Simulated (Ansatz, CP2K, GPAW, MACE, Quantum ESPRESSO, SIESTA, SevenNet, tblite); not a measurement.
## Twisted graphene bilayer, 46.83° (76 atoms): runs against a plane-wave reference

The cell holds 76 atoms: 76 C. Its edges and angles: a = 10.723 Å, b = 10.723 Å, c = 15.530 Å, α = 90.0°, β = 90.0°, γ = 120.0°. It derives from C (graphene). Graphene (a = 2.46 Å) under graphene (a = 2.46 Å), bilayer, commensurate cell of 19 unit cells a layer, twist 46.83 deg; facing planes 3.53 Å apart as built; 12 Å of vacuum; minimised with a classical potential. Then every atom was moved at random, 0.05 Å r.m.s. a Cartesian component. Regions: layer 1, 38 atoms (38 C); layer 2, 38 atoms (38 C). Vacuum lies along c.

Geometry: as built.

The reference, a calculation:

| Property | Result |
| --- | --- |
| method | Kohn-Sham DFT, PBE, PAW, plane waves (Ansatz 0.2.0); cutoff 420 eV, Γ point, fermi-dirac smearing of 0.05 eV; PAW set soft_2 |
| r.m.s. force component | 2.977 eV/Å |
| longest force | 12.8 eV/Å |
| SCF cycles | 9 |
| time | 6.7 s on 8 threads of Arm Neoverse V2, shared host |
| CPU time | 45 s |

Runs, in no order:
A. SIESTA vdW-DF, PBE potentials, DZP, shift 0.01 Ry, mesh 300 Ry: Kohn-Sham DFT, vdW-DF, PseudoDojo 0.4.1 norm-conserving pseudopotentials (converted to PSML), numerical atomic orbitals (DZP), diagonalisation
B. CP2K TPSS, PBE potentials, DZVP-MOLOPT-SR, 450/50 Ry, diagonalisation: Kohn-Sham DFT, TPSS, GTH-PBE pseudopotentials, Gaussian and plane waves, DZVP-MOLOPT-SR-GTH, diagonalisation
C. QE PBE, sssp-1.3.0-efficiency, 30/240 Ry: Kohn-Sham DFT, PBE, SSSP efficiency 1.3.0 pseudopotentials, plane waves
D. QE PBE, sssp-1.3.0-efficiency, 45/360 Ry: Kohn-Sham DFT, PBE, SSSP efficiency 1.3.0 pseudopotentials, plane waves
E. CP2K PBE, TZV2P-UZH, 450/50 Ry, diagonalisation: Kohn-Sham DFT, PBE, GTH-PBE pseudopotentials, Gaussian and plane waves, TZV2P-MOLOPT (UZH set), diagonalisation

Q: Order them from the smallest to the largest r.m.s. force difference.

D, E, C, B, A.

| run | Δ force, r.m.s. (meV/Å) | share of r.m.s. force (%) | CPU time |
| --- | --- | --- | --- |
| D. QE PBE, sssp-1.3.0-efficiency, 45/360 Ry | 7.01 | 0.236 | 6.5 min |
| E. CP2K PBE, TZV2P-UZH, 450/50 Ry, diagonalisation | 16.1 | 0.539 | 15 min |
| C. QE PBE, sssp-1.3.0-efficiency, 30/240 Ry | 42.0 | 1.41 | 3.5 min |
| B. CP2K TPSS, PBE potentials, DZVP-MOLOPT-SR, 450/50 Ry, diagonalisation | 70.6 | 2.37 | 11 min |
| A. SIESTA vdW-DF, PBE potentials, DZP, shift 0.01 Ry, mesh 300 Ry | 349 | 11.7 | 6.1 min |

The electronic-structure runs sample only Γ, in a cell whose shortest periodic width is 9 Å.

[Hosts, paths, dates, database ids (printed as entryN), source tags and the programs' standing remarks are cut or masked in the printed files.]
